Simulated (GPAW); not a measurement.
# Ballistic transport through a Sn chain with a Li atom bridging one bond, cheap and dear, part 2 of 2

Wanted: the zero-bias transmission of a Sn chain with a Li atom bridging one bond on a ladder of levels, with run times.

GPAW 26.7.0; GPAW LCAO, PAW setups; Landauer transmission from Green's functions with principal layers (ASE), zero bias.

So far, transmission at the Fermi level (one spin): step 2 (double-zeta polarised basis, PBE, GPAW) 2.95; step 3 (basis szp(dzp), PBE, GPAW) 2.95; step 4 (basis sz(dzp), PBE, GPAW) 2.96; step 5 (LDA) 2.95; step 8 (revPBE, basis szp(dzp), temperature 700 K) 2.95.

### 9. Basis szp(dzp), temperature 30

A smaller basis is cheaper in every inversion. Temperature enters only through the Fermi window.

Contents of run.py:

```python
import json
import numpy as np
from ase import Atoms
from ase.transport.calculators import TransportCalculator
from gpaw import GPAW, FermiDirac
from gpaw.lcao.tools import get_lcao_hamiltonian
from scipy.linalg import eigh

# The junction with lead layers at both ends, along the third cell vector
device = Atoms(
    ['Sn', 'Sn', 'Sn', 'Sn', 'Sn', 'Li', 'Sn', 'Sn', 'Sn', 'Sn', 'Sn'],
    positions=[
        [4.50000, 4.50000, 1.37500],
        [4.50000, 4.50000, 4.12500],
        [4.50000, 4.50000, 6.87500],
        [4.50000, 4.50000, 9.62500],
        [4.50000, 4.50000, 12.37500],
        [6.83493, 4.50000, 13.85000],
        [4.50000, 4.50000, 15.32500],
        [4.50000, 4.50000, 18.07500],
        [4.50000, 4.50000, 20.82500],
        [4.50000, 4.50000, 23.57500],
        [4.50000, 4.50000, 26.32500]],
    cell=[[9.0, 0.0, 0.0], [0.0, 9.0, 0.0], [0.0, 0.0, 27.7]],
    pbc=True)

# One principal layer of the lead: the first 3 atoms of the device
lead = Atoms(
    ['Sn', 'Sn', 'Sn'],
    positions=[
        [4.50000, 4.50000, 1.37500],
        [4.50000, 4.50000, 4.12500],
        [4.50000, 4.50000, 6.87500]],
    cell=[[9.0, 0.0, 0.0], [0.0, 9.0, 0.0], [0.0, 0.0, 8.25]],
    pbc=True)

settings = dict(mode='lcao', basis='szp(dzp)', xc='PBE', h=0.2,
                occupations=FermiDirac(0.1), maxiter=250,
                mixer=dict(beta=0.1, nmaxold=8, weight=100.0),
                convergence=dict(density=0.0001))
energies = np.arange(-2, 2 + 1e-9, 0.05)
eta = 0.0001
n1, n2 = 1, 1
# k and -k transmit alike, so half of the mesh across the current serves
mesh = [(i, j) for i in range(n1) for j in range(n2) if (i, j) <= (-i % n1, -j % n2)]
weights = np.array([1 if (i, j) == (-i % n1, -j % n2) else 2 for i, j in mesh]) / (n1 * n2)

# [... helper functions left out ...]
fermi_lead = ground_state(lead, (1, 1, 14), 'lead.txt')
fermi_device = ground_state(device, (1, 1, 3), 'device.txt')
# [... loop over the mesh left out, but for ...]
        # Shift the lead onto the potential of the device's first layer
        shift = ((H[:, 0, 0] - H0[:, 0, 0]) / S0[0, 0]).real.mean()
# [...]
kT = 8.617333e-5 * 30
bias = [0.1, 0.2, 0.5, 1.0, 1.5, 2.0]
# [... integrals and printing left out ...]
```

Run with:

```
OMP_NUM_THREADS=1 OPENBLAS_NUM_THREADS=1 python run.py
```

It took 33 s on 1 thread of Arm Neoverse V1, shared host; peak memory 0.95 GiB.

This step gave:

```
conductance                                    : 2.954 G₀
largest coupling past the next principal layer : 3.63e-7 eV
largest misfit of the first principal layer    : 0.02180 eV
shift that aligns the lead                     : -0.01188 eV
transmission at the Fermi level (one spin)     : 2.954
```

One spin. The transmission, zone mean by energy, zero at the Fermi level:

```
energy (eV)  transmission, zone mean
      -2.00                    0.990
      -1.85                    0.989
      -1.70                    0.989
      -1.60                    0.989
      -1.45                    0.990
      -1.30                    0.992
      -1.15                    0.998
      -1.05                   0.0241
      -0.90                    0.957
      -0.75                     2.45
      -0.60                     2.90
      -0.50                     2.94
      -0.35                     2.96
      -0.20                     2.96
      -0.05                     2.96
       0.00                     2.95
       0.05                     2.95
       0.20                     2.94
       0.35                     2.92
       0.50                     2.90
       0.60                     2.88
       0.75                     2.86
       0.90                     2.83
       1.05                     2.80
       1.15                     2.78
       1.30                     2.75
       1.45                     2.72
       1.60                     2.68
       1.70                     2.66
       1.85                     2.62
       2.00                     2.57
```

Not self-consistent under bias; the bias window is split evenly. Table of current through one cell, from the zero-bias transmission by bias:

| bias (V) | current through one cell, from the zero-bias transmission (μA) |
| --- | --- |
| 0.100 | 22.9 |
| 0.200 | 45.8 |
| 0.500 | 114 |
| 1.000 | 228 |
| 1.500 | 338 |
| 2.000 | 414 |

Table of transmission of the three most open eigenchannels by energy, zero at the Fermi level:

```csv
energy (eV),channel 1,channel 2,channel 3
-2.00,0.990,0,0
-1.85,0.989,0,0
-1.70,0.989,0,0
-1.60,0.989,0,0
-1.45,0.990,0,0
-1.30,0.992,0,0
-1.15,0.998,0,0
-1.05,0.0241,1.0e-8,0
-0.90,0.957,3.6e-10,1.3e-10
-0.75,0.971,0.910,0.565
-0.60,0.997,0.973,0.928
-0.50,0.995,0.973,0.972
-0.35,0.994,0.993,0.971
-0.20,0.998,0.995,0.968
-0.05,0.998,0.996,0.963
0.00,0.998,0.996,0.961
0.05,0.997,0.996,0.958
0.20,0.996,0.995,0.946
0.35,0.996,0.994,0.930
0.50,0.995,0.993,0.910
0.60,0.995,0.992,0.896
0.75,0.994,0.992,0.872
0.90,0.993,0.992,0.847
1.05,0.992,0.992,0.820
1.15,0.992,0.991,0.801
1.30,0.992,0.990,0.771
1.45,0.993,0.988,0.740
1.60,0.993,0.986,0.705
1.70,0.993,0.984,0.680
1.85,0.994,0.981,0.640
2.00,0.995,0.977,0.600
```

With these changes, and at 30 K in place of 77 K, the conductance is 2.95 G₀ against 2.95 in the dzp run; T at the Fermi level, which temperature doesn't enter, is 2.95 against 2.95.

### 10. Results

```json
{
 "conductance": "2.95 G₀",
 "transmission at the Fermi level, mean of the spins": "2.95",
 "thermopower": "about 0 (under 1.5 μV/K)"
}
```

In words: In the dzp basis the junction conducts 2.95 G₀ at 77 K, with T = 2.95 a spin at the Fermi level; the sz basis reaches that conductance within 10 %. At the Fermi level the three most open eigenchannels pass 1.00, 1.00 and 0.96. Measured against the first run (dzp), the nearest curve is that of dzp-LDA (r.m.s. 0.019) and the farthest that of sz (0.17). Over the compared runs wall time goes from 23 s (sz) to 41 s (dzp), on a shared host. The geometry was built from estimated bond lengths and not relaxed, so the numbers describe this model structure. The run had no spin polarisation, so a magnetic state, which chains and small molecules with open shells often have, wasn't tested. Spin-orbit coupling is left out, which matters for the heavy atoms here. An evenly spaced straight chain is an idealisation: free chains tend to dimerise, zigzag or, where a band edge lies near the Fermi level, turn magnetic. The currents use the zero-bias T(E) throughout, which holds only while the bias is small against the distance to the nearest feature. The energy step is wider than the thermal energy, so the conductance and thermopower rest on interpolation of T(E).

[Logs are printed without paths, hosts, clocks, repeated set-up lines and the standing remarks that a program may print on its own settings, such as how far it seeks lower states.]

[Hosts, paths, dates, database ids (printed as entryN), source tags and the programs' standing remarks are cut or masked in the printed files.]
